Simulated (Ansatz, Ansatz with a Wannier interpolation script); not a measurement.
# G0W0 band structure of Si2MoN4 (MoSi2N4-type monolayer), part 2 of 2

Wanted: quasiparticle gap and band widths of Si2MoN4 (MoSi2N4-type monolayer) over the whole zone.

Ansatz 0.2.0; PBEsol, Wannier functions and G0W0, plane waves, PAW. Known limits of the many-body steps: not at the basis limit; no spin-orbit coupling.

So far. Step 2 (PBEsol bands): The gap is indirect, with the least direct gap 0.37 eV higher. Step 3 (Wannier functions (Mo:5s Mo:4d N:2p Si:3s Si:3p) on …): Near the gap the model misses directly solved bands by 0.5 meV r.m.s. and by 2 meV at most in the window tested. This tests the starting bands, not the corrections carried with them.

## (4) G0W0 at every point of the mesh: 12×12×1 mesh, 435 empty bands, screening to 80 eV

G0W0 replaces the xc potential by the self-energy, built once from these orbitals. Only a window of levels is corrected, while the sums run over the empty bands that the input names.

This step: G0W0 on PBEsol, plane waves, PAW.

Input file input.yaml:

```yaml
crystal:
  lattice:
    - [2.8899029697, 0.0, 0.0]
    - [-1.4449514849, 2.5027293863, 0.0]
    - [0.0, 0.0, 37.1]
  atoms:
    - { symbol: Mo, position: [0.0, 0.0, 0.5] }
    - { symbol: "N", position: [0.3333333333, 0.6666666667, 0.5332982586] }
    - { symbol: "N", position: [0.3333333333, 0.6666666667, 0.4667017414] }
    - { symbol: Si, position: [0.3333333333, 0.6666666667, 0.580201143] }
    - { symbol: Si, position: [0.3333333333, 0.6666666667, 0.419798857] }
    - { symbol: "N", position: [0.6666666667, 0.3333333333, 0.593910376] }
    - { symbol: "N", position: [0.6666666667, 0.3333333333, 0.406089624] }
  periodic: [true, true, false]
kpoints:
  mp_grid: { grid: [12, 12, 1] }
hamiltonian:
  xc: pbesol
scf:
  occupations: { method: fixed }
gw:
  n_empty_bands: 435
  ecut_chi: 80.0
  qp_bands: [v13, c8]
  screening: { model: contour_deformation }
```

Started as:

```
$ ansatz run input.yaml --threads 3 --pin off --max-ram 92160MiB --backend cuda --events-out ev --progress --plain --runs-dir out --devices 1 --max-vram 13GiB  # rebuilt from the run's record
```

Numbers of over 12 decimals in the logs are rounded to 6 here.

Log:

```text
GPUs: using 1 of 1 available (devices: 1).
[...]
GPU FFT provider: cuFFT
GPU libraries: cuBLAS 13.8.2, cuFFT 12.4.0, cuSOLVER 12.3.4
Crystal: 7 atoms, lattice volume = 268.331 Å³
Basis set: ecut = 420 eV, 5259 PW (Γ)
Bands: 28, of which v1, the nominal top of the filled ones, is band 21 counted from 1 (20 counted from 0)
Symmetry: 12 space group operations
[...]
k-points: 19 of 144 (time reversal used)
[...]
GPU buffer pool allocated for 100000 grid points (all kernels)
[...]
SCF iter   1: F=—  HF=-7661.918654 eV  |F-HF|=—  |Δ(HF+E_count)|=         —  Δρ=6.75e-3  dr2=1.08e-1  ethr=1.77e-3  ⟨swp⟩=8.1  Hψ=3609  notcnv=0  defer=93
[...]
SCF iter   9: F=-7661.895788 eV  HF=-7661.895788 eV  |F-HF|=8.11e-9  |Δ(HF+E_count)|=   8.02e-9  Δρ=1.88e-6  dr2=1.08e-8  ethr=2.38e-10  ⟨swp⟩=22.6  Hψ=3528  notcnv=0
SCF 1 converged in 9 iterations: F = -7661.895788 eV  dr2 = 1.08e-8
[...]
NSCF: frozen V_eff on 19 k-points, pencils in batches of 32, up to order 112
[...]
G₀W₀ screening: q 1/19
[... further progress lines ...]
SCF converged after 9 iterations
Free energy (F): -7661.895788 eV
[...]
Internal energy: -7661.895788 eV  (E = F + TS)
E sigma→0 (E₀):  -7661.895788 eV
Fermi energy:    -5.384381 eV
[...]
--- Band table (eV; the first three rows and the last of 19) ---
  k-point 0: bands = [... 17 lower, -8.0335, -8.0335, -7.7591, -5.3844, -2.5576, -2.5576, -2.2699, -2.2699, ... 3 higher]
  k-point 1: bands = [... 17 lower, -8.2204, -8.1705, -7.5798, -5.5220, -2.7041, -2.5839, -2.3471, -2.0764, ... 3 higher]
  k-point 2: bands = [... 17 lower, -8.5088, -8.4487, -7.6113, -6.0052, -2.7190, -2.6412, -2.2482, -1.6033, ... 3 higher]
  k-point 18: bands = [... 17 lower, -8.4715, -8.0377, -7.6672, -5.7561, -3.6562, -1.2559, -0.3895, -0.3228, ... 3 higher]
  ° read free of the cell's end (the report's vacuum.weakly_bound_levels)
--- G₀W₀: contour deformation, 7 samples at zero and on the imaginary axis and 7 off it, 144 q-points, 435 empty bands' worth ---
  eigenvalues of the whole cell's RPA ε∞ on this k-mesh (on a slab, of 1 + 4πα/V) = 1.2059, 3.1160, 3.1160; static W/v taken at q = 0 is 0.515307
  bands read: the sum over 456 bands ends inside a degenerate multiplet in 1 slot, whose members it reads at an even weight; the widest, k=0: bands 456 to 457 (counted from 1) at 1/2 each
    ik  band        ε_KS         Σx   Σc(E_QP)       V_xc       Z   E_QP_lin       E_QP  E_QP is
     0     9    -14.1798   -22.4622     5.5615   -16.4924  0.6723   -14.5807   -14.5881  root
     0    10    -11.3966   -21.7298     4.6727   -16.3193  0.7019   -12.1409   -12.1343  root
     0    11     -9.6704   -22.4034     3.5572   -18.7027  0.7138    -9.8140    -9.8138  root
     0    12     -9.6704   -22.4034     3.5572   -18.7027  0.7138    -9.8140    -9.8138  root
     0    13     -9.4467   -20.4795     3.9073   -15.8004  0.7287   -10.2275   -10.2185  root
     0    14     -9.2373   -22.4570     3.5056   -18.2527  0.7669    -9.9455    -9.9359  root
     0    15     -9.2373   -22.4570     3.5056   -18.2527  0.7669    -9.9455    -9.9359  root
     0    16     -9.1203   -22.4426     3.4232   -18.4254  0.7607    -9.7210    -9.7143  root
     0    17     -9.1203   -22.4426     3.4232   -18.4254  0.7607    -9.7210    -9.7143  root
     0    18     -8.0335   -22.0232     2.7939   -19.1791  0.7446    -8.0837    -8.0836  root
     0    19     -8.0335   -22.0232     2.7939   -19.1791  0.7446    -8.0837    -8.0836  root
     0    20     -7.7591   -21.1369     3.3903   -17.2714  0.7577    -8.2388    -8.2342  root
     0    21     -5.3844   -20.9066     1.0681   -19.9156  0.7585    -5.3074    -5.3073  root
     0    22     -2.5576   -15.1587    -3.9840   -20.1780  0.7495    -1.4982    -1.5223  root
[...]
18    25     -0.3228   -15.6131    -6.0178   -22.7177  0.7121     0.8126     0.7639  root
    18    26     -0.1655    -7.8670    -4.8034   -13.7248  0.7731     0.9106     0.8889  root
    18    27      0.0738    -8.0684    -4.8105   -13.9676  0.7681     1.1916     1.1625  root
    18    28      1.8550    -6.6951    -4.8472   -12.6072  0.7846     2.9344     2.9199  root
    18    29      1.9576    -6.6015    -4.8591   -12.5368  0.7666     3.0453     3.0338  root
```

Elapsed: 12 min, on 1 × NVIDIA H100 80GB HBM3 (shared by 6 runs) with 3 threads of AMD EPYC 7R13 (Zen 3), shared host; peak memory 2.8 GiB.

This step gave:

- bands summed: 456
- plane waves in the screening matrix: 427
- q-points in the mesh: 144
- G0W0 gap on the mesh: 2.637 eV
- k of the valence top: 0, 0, 0
- k of the conduction bottom: 0.3333, 0.3333, 0
- starting gap on the mesh: 1.728 eV
- Z at the valence top: 0.7585
- Z at the conduction bottom: 0.7550
- least direct G0W0 gap on the computed points: 2.956 eV

The gap on the mesh goes from 1.73 eV to 2.64 eV, a correction of +0.91 eV. Between the two edge states, bare exchange in place of the xc potential would open the gap by 5.26 eV, and correlation takes back 4.36 eV.

## (5) Interpolating the corrections

A script adds the corrections, carried to the Wannier functions and back, to the PBEsol levels, along the path and on a 26×26×1 mesh.

* G0W0 gap over the zone: 2.637 eV
* valence top at: Γ
* conduction bottom at: K
* starting gap over the zone: 1.728 eV
* least direct G0W0 gap: 2.956 eV
* G0W0 gap on the mesh: 2.637 eV
* valence width, start: 10.12 eV
* valence width, G0W0: 11.13 eV
* gap by a rigid shift: 2.637 eV

Levels solved directly plus the interpolated quasiparticle correction. Limits: finite bands, cutoff and mesh; gap short on this mesh; no spin-orbit coupling. Quasiparticle bands along the path, in eV, zero at the valence-band top of each set:

| point | band 18 | band 19 | band 20 | band 21 | band 22 | band 23 | band 24 | band 25 |
| --- | --- | --- | --- | --- | --- | --- | --- | --- |
| Γ | -2.93 | -2.78 | -2.78 | 0.00 | 3.79 | 3.79 | 4.16 | 4.16 |
| halfway | -3.75 | -3.24 | -2.84 | -1.23 | 3.70 | 3.71 | 4.37 | 5.39 |
| M | -3.60 | -2.61 | -2.25 | -1.23 | 3.16 | 3.73 | 4.19 | 4.48 |
| halfway | -3.73 | -3.08 | -2.74 | -0.82 | 3.41 | 4.52 | 4.83 | 5.20 |
| K | -3.48 | -3.48 | -2.96 | -0.32 | 2.64 | 5.10 | 6.03 | 6.07 |
| halfway | -3.30 | -3.22 | -2.78 | -1.40 | 3.68 | 3.96 | 4.55 | 5.60 |
| Γ | -2.93 | -2.78 | -2.78 | 0.00 | 3.79 | 3.79 | 4.16 | 4.16 |

The same for PBEsol:

| point | band 18 | band 19 | band 20 | band 21 | band 22 | band 23 | band 24 | band 25 |
| --- | --- | --- | --- | --- | --- | --- | --- | --- |
| Γ | -2.65 | -2.65 | -2.37 | 0.00 | 2.83 | 2.83 | 3.11 | 3.11 |
| M | -2.81 | -2.03 | -1.97 | -1.07 | 2.30 | 2.80 | 3.15 | 3.50 |
| K | -3.09 | -2.65 | -2.28 | -0.37 | 1.73 | 4.13 | 4.99 | 5.06 |
| Γ | -2.65 | -2.65 | -2.37 | 0.00 | 2.83 | 2.83 | 3.11 | 3.11 |

Corrections by starting level (eV, on the run's own energy scale, so only their differences matter):

| start | correction |
| --- | --- |
| -10.12 | −0.93 |
| -8.48 | −0.41 |
| -6.63 | −0.84 |
| -5.88 | −0.40 |
| -5.12 | −0.36 |
| -4.42 | −0.76 |
| -3.74 | −0.59 |
| -2.94 | −0.38 |
| -2.36 | −0.34 |
| -0.78 | +0.03 |
| 0.00 | +0.08 |
| 2.54 | +0.95 |
| 2.78 | +1.01 |
| 3.26 | +1.09 |
| 4.47 | +0.94 |
| 5.02 | +1.14 |
| 6.24 | +0.34 |
| 7.60 | +0.99 |

## (6) PBEsol+SOC bands, for comparison

Spin-orbit coupling can split or shift the edges; a non-collinear run measures by how much.

This step: DFT, PBEsol with spin-orbit coupling, plane waves, PAW.

input.yaml, the sections that differ from step 4:

```yaml
kpoints:
  mp_grid: { grid: [12, 12, 1] }
  band_path:
    path:
      - [0, 0, 0]
      - [0.5, 0, 0]
      - [0.3333333333333, 0.3333333333333, 0]
      - [0, 0, 0]
    npoints: 10
scf:
  occupations: { method: fermi_dirac, width: 0.02 }
  n_extra_bands: 12
magnetization:
  noncollinear: true
  spin_orbit: true
output:
  eigenvalues: true
# crystal, hamiltonian: as in step 4
# gw: removed
```

Log:

```text
[...]
GPUs: using 1 of 1 available (devices: 1).
[...]
non-collinear run that drives no moment, with spin-orbit: no starting moment large enough to seed its density (crystal.atoms[].spin), no starting occupations that ask for one, no magnetisation constraint and no magnetic field, so the semilocal B_xc is pinned to zero
[...]
GPU FFT provider: cuFFT
GPU libraries: cuBLAS 13.8.2, cuFFT 12.4.0, cuSOLVER 12.3.4
Crystal: 7 atoms, lattice volume = 268.331 Å³
Basis set: ecut = 420 eV, 5259 PW (Γ)
Bands: 54, of which v1, the nominal top of the filled ones, is band 42 counted from 1 (41 counted from 0)
Symmetry: 12 space group operations + 12 with time reversal
[...]
k-points: 19 of 144 (time reversal used)
Projection manifold: j_resolved (fully-relativistic pseudo-atomic orbitals)
[...]
GPU buffer pool allocated for 100000 grid points (all kernels)
[...]
SCF iter   1: F=—  HF=-7672.215103 eV  |F-HF|=—  |Δ(HF+E_count)|=         —  Δρ=1.03e-1  dr2=3.38e1  dr2_m=0.00e0 (ungated)  ethr=3.10e-3  |M|=0.00e0 ∫|m|=0.00e0 μB  |m|>n=0.0e0 m-floor=0.0e0 τ_xc=0.0e0  β_m=0.30  ⟨swp⟩=13.5  Hψ=8946  notcnv=0  defer=4
[...]
spin=Noncollinear: Resta preconditioning applied to the charge; magnetization (m_x, m_y, m_z) channels mix plain (no charge-response kernel on spin).
SCF iter   2: F=—  HF=-7663.846324 eV  |F-HF|=—  |Δ(HF+E_count)|=    8.37e0  Δρ=3.29e-2  dr2=2.84e0  dr2_m=0.00e0 (ungated)  ethr=3.10e-3  |M|=0.00e0 ∫|m|=0.00e0 μB  |m|>n=0.0e0 m-floor=0.0e0 τ_xc=0.0e0  β_m=0.33  ⟨swp⟩=5.7  Hψ=3541  notcnv=0  defer=88
[...]
SCF iter  10: F=-7663.046940 eV  HF=-7663.046940 eV  |F-HF|=5.38e-10  |Δ(HF+E_count)|=   5.88e-8  Δρ=2.90e-6  dr2=2.32e-8  dr2_m=0.00e0 (ungated)  ethr=2.38e-10  |M|=0.00e0 ∫|m|=0.00e0 μB  |m|>n=0.0e0 m-floor=0.0e0 τ_xc=0.0e0  ⟨swp⟩=21.0  Hψ=7740  notcnv=0
SCF 1 converged in 10 iterations: F = -7663.046940 eV  dr2 = 2.32e-8
[...]
SCF converged after 10 iterations
Magnetization: |M| = 0.0000 μB,  M = (+0.0000, +0.0000, +0.0000) μB
Absolute magnetization: 0.0000 μB (∫|m|)
  site 0: m = (+0.0000, +0.0000, +0.0000) μB, |m| = 0.0000 μB  (R = 0.86 Å)
  site 1: m = (+0.0000, +0.0000, +0.0000) μB, |m| = 0.0000 μB  (R = 0.72 Å)
  site 2: m = (+0.0000, +0.0000, +0.0000) μB, |m| = 0.0000 μB  (R = 0.72 Å)
  site 3: m = (+0.0000, +0.0000, +0.0000) μB, |m| = 0.0000 μB  (R = 0.72 Å)
  site 4: m = (+0.0000, +0.0000, +0.0000) μB, |m| = 0.0000 μB  (R = 0.72 Å)
  site 5: m = (+0.0000, +0.0000, +0.0000) μB, |m| = 0.0000 μB  (R = 0.72 Å)
  site 6: m = (+0.0000, +0.0000, +0.0000) μB, |m| = 0.0000 μB  (R = 0.72 Å)
Free energy (F): -7663.046940 eV
[...]
Internal energy: -7663.046940 eV  (E = F + TS)
E sigma→0 (E₀):  -7663.046940 eV
Fermi energy:    -4.527938 eV
[...]
--- Band table (eV; the first three rows and the last of 19) ---
  k-point 0: bands = [... 38 lower, -7.7601, -7.7601, -5.3845, -5.3845, -2.6074, -2.6074, -2.5166, -2.5166, ... 8 higher]
  k-point 1: bands = [... 38 lower, -7.5809, -7.5809, -5.5221, -5.5221, -2.7218, -2.7218, -2.5739, -2.5739, ... 8 higher]
  k-point 2: bands = [... 38 lower, -7.6123, -7.6123, -6.0049, -6.0049, -2.7420, -2.7420, -2.6251, -2.6251, ... 8 higher]
  k-point 18: bands = [... 38 lower, -7.6819, -7.6518, -5.8201, -5.6914, -3.6589, -3.6561, -1.3492, -1.1654, ... 8 higher]
```

The job ended after 17 s (1 × NVIDIA H100 80GB HBM3 (shared by 6 runs) with 3 threads; peak memory 1.3 GiB).

This step gave:

* filled bands: 42
* gap: 1.726 eV
* valence top at: Γ
* conduction bottom at: K
* least direct gap: 2.033 eV

The gap is that of PBEsol.

## (7) HSE06 bands, for comparison

This step: DFT, HSE06, plane waves, PAW.

Changes to input.yaml since step 6:

```diff
@@ -15,3 +15,3 @@
 kpoints:
-  mp_grid: { grid: [12, 12, 1] }
+  mp_grid: { grid: [6, 6, 1] }
   band_path:
@@ -24,10 +24,11 @@
 hamiltonian:
-  xc: pbesol
+  xc: hse06
 scf:
-  occupations: { method: fermi_dirac, width: 0.02 }
-  n_extra_bands: 12
-magnetization:
-  noncollinear: true
-  spin_orbit: true
+  occupations: { method: fixed }
+  n_extra_bands: 6
 output:
   eigenvalues: true
+  write_density: true
+  write_potential: true
+  elf: true
+  volumetric_format: npy
```

Log:

```text
[...]
GPUs: using 1 of 1 available (devices: 1).
[...]
davidson cushion auto → on  (no smearing: the cushion is to keep the highest requested band from converging to the state above it; pin scf.eigensolver.cushion to override)
[...]
GPU FFT provider: cuFFT
GPU libraries: cuBLAS 13.8.2, cuFFT 12.4.0, cuSOLVER 12.3.4
Crystal: 7 atoms, lattice volume = 268.331 Å³
Basis set: ecut = 420 eV, 5259 PW (Γ)
Bands: 27, of which v1, the nominal top of the filled ones, is band 21 counted from 1 (20 counted from 0)
Symmetry: 12 space group operations
[...]
k-points: 7 of 36 (time reversal used)
[...]
GPU buffer pool allocated for 100000 grid points (all kernels)
[...]
SCF iter   1: F=—  HF=-7770.050339 eV  |F-HF|=—  |Δ(HF+E_count)|=         —  Δρ=3.29e-3  dr2=3.95e-2  ethr=1.77e-3  ⟨swp⟩=9.6  Hψ=1028  notcnv=0
[...]
SCF iter   5: F=-7770.056029 eV  HF=-7770.055993 eV  |F-HF|=3.61e-5  |Δ(HF+E_count)|=   1.60e-4  Δρ=1.80e-4  dr2=4.61e-5  ethr=1.15e-7  ⟨swp⟩=5.4  Hψ=1105  notcnv=0  defer=1
SCF 1 stopped early in 5 iterations: F = -7770.056029 eV  dr2 = 4.61e-5
[...]
GPU FFT provider: cuFFT
GPU libraries: cuBLAS 13.8.2, cuFFT 12.4.0, cuSOLVER 12.3.4
[...]
GPU buffer pool allocated for 100000 grid points (all kernels)
[...]
SCF 2 stopped early in 7 iterations: F = -7772.894158 eV  dr2 = 8.71e-6
hybrid outer 1: dexx = +1.792e-2 eV, tail = 4.51e-5 eV
GPU FFT provider: cuFFT
GPU libraries: cuBLAS 13.8.2, cuFFT 12.4.0, cuSOLVER 12.3.4
GPU buffer pool allocated for 100000 grid points (all kernels)
[...]
Frozen-core exchange: fock
SCF iter   1: F=—  HF=-7772.894078 eV  |F-HF|=—  |Δ(HF+E_count)|=         —  Δρ=4.27e-5  dr2=3.61e-6  ethr=5.37e-7  ⟨swp⟩=3.7  Hψ=456  notcnv=0
[...]
SCF iter   4: F=-7772.894078 eV  HF=-7772.894078 eV  |F-HF|=2.43e-9  |Δ(HF+E_count)|=   1.96e-8  Δρ=3.98e-6  dr2=1.61e-8  ethr=2.19e-10  ⟨swp⟩=3.1  Hψ=457  notcnv=0
SCF 3 converged in 4 iterations: F = -7772.894078 eV  dr2 = 1.61e-8
hybrid outer 2: dexx = +8.392e-7 eV, tail = 4.98e-8 eV, Δε = 6.84e-3 eV (about 2.73e-4 eV left of the loop's levels)
[...]
hybrid SCF converged: 2 outer / 11 inner (+5 warm-up), last move |dexx| = 8.39e-7 eV, tail = 4.98e-8 eV
Stability not checked: this state was not tested for a lower state beside it, because the functional holds exact exchange (a hybrid, or Hartree-Fock), whose exchange loop this test does not read (fock_operator; see scf.lower_state_search)
Free energy (F): -7772.894078 eV
Frozen-core exchange: fock
[...]
Internal energy: -7772.894078 eV  (E = F + TS)
E sigma→0 (E₀):  -7772.894078 eV
Fermi energy:    -5.899740 eV
[...]
--- Band table (eV; the first three rows and the last of 7) ---
  k-point 0: bands = [... 17 lower, -8.8169, -8.8169, -8.6419, -5.8997, -2.1681, -2.1681, -1.7235, -1.7235, ... 2 higher]
  k-point 1: bands = [... 17 lower, -9.3428, -9.3280, -8.4869, -6.5843, -2.3517, -2.2699, -1.6946, -0.9972, ... 2 higher]
  k-point 2: bands = [... 17 lower, -9.5940, -8.7694, -8.4954, -7.3172, -2.1819, -2.1379, -1.6934, -0.6539, ... 2 higher]
  k-point 6: bands = [... 17 lower, -9.3554, -9.0115, -8.5728, -6.2029, -3.6100, -0.7216, 0.3056, 0.4423, ... 2 higher]
  the weakly bound empty levels are not read free of the cell's end (exact_exchange)
```

It took 53 s on 1 × NVIDIA H100 80GB HBM3 (shared by 6 runs) with 3 threads; peak memory 1.6 GiB.

Numbers from this step:

```yaml
filled_bands: 21
gap: 2.290 eV
valence_top_at: Γ
conduction_bottom_at: K
least_direct_gap: 2.593 eV
```

The gap stands +0.56 eV against PBEsol.

Electronic bands along the path, in eV, zero at the top of the highest nominally filled band:

| point | band 18 | band 19 | band 20 | band 21 | band 22 | band 23 | band 24 | band 25 |
| --- | --- | --- | --- | --- | --- | --- | --- | --- |
| Γ | -2.92 | -2.92 | -2.74 | 0.00 | 3.73 | 3.73 | 4.18 | 4.18 |
| halfway | -3.87 | -3.44 | -2.68 | -1.26 | 3.61 | 3.65 | 4.47 | 5.49 |
| M | -3.26 | -2.35 | -2.33 | -1.15 | 3.40 | 3.87 | 4.05 | 4.45 |
| halfway | -3.67 | -2.85 | -2.51 | -0.80 | 3.15 | 4.74 | 4.86 | 5.41 |
| K | -3.46 | -3.11 | -2.67 | -0.30 | 2.29 | 5.18 | 6.21 | 6.34 |
| halfway | -3.35 | -3.15 | -2.72 | -1.46 | 3.60 | 3.86 | 4.64 | 5.76 |
| Γ | -2.92 | -2.92 | -2.74 | 0.00 | 3.73 | 3.73 | 4.18 | 4.18 |

## (8) Outcome

```
PBEsol gap                          : 1.73 eV
G0W0 gap over the zone              : 2.64 eV, indirect
least direct G0W0 gap, in the model : 2.96 eV
with the spin-orbit change          : 2.63 eV
GW settings                         : 12×12×1 mesh, 435 empty bands, screening to 80 eV
known limits                        : not at the basis limit; no spin-orbit coupling
```

**Reading.** The Wannier model follows the PBEsol bands to under 1 meV r.m.s. near the gap. The G0W0 gap over the zone is 2.64 eV, indirect, from Γ to K; on the mesh alone it is 2.64 eV, nearly the same. The valence width in the model goes from 10.12 eV to 11.13 eV. PBEsol+SOC gives a gap of 1.73 eV on the same path, a spin-orbit change of −0.003 eV that would bring the G0W0 gap to 2.63 eV. HSE06 gives a gap of 2.29 eV on the same path. Bands and cutoff are finite, so the gap is not at the basis limit. The miss can reach some tenths of an eV and take either sign; the mesh is an error of its own. Above the frozen window of the model the interpolated levels need not meet the computed ones, even at points of the mesh.

[Paths, hosts, dates, memory and timing lines, banners, echoed tables and standing remarks are left out of the program output.]

[Logs are printed without paths, hosts, clocks, repeated set-up lines and the standing remarks that a program may print on its own settings, such as how far it seeks lower states.]

[Runs of the session that timed out or met a known fault of the program may be left out.]

[Hosts, paths, dates, database ids (printed as entryN), source tags and the programs' standing remarks are cut or masked in the printed files.]
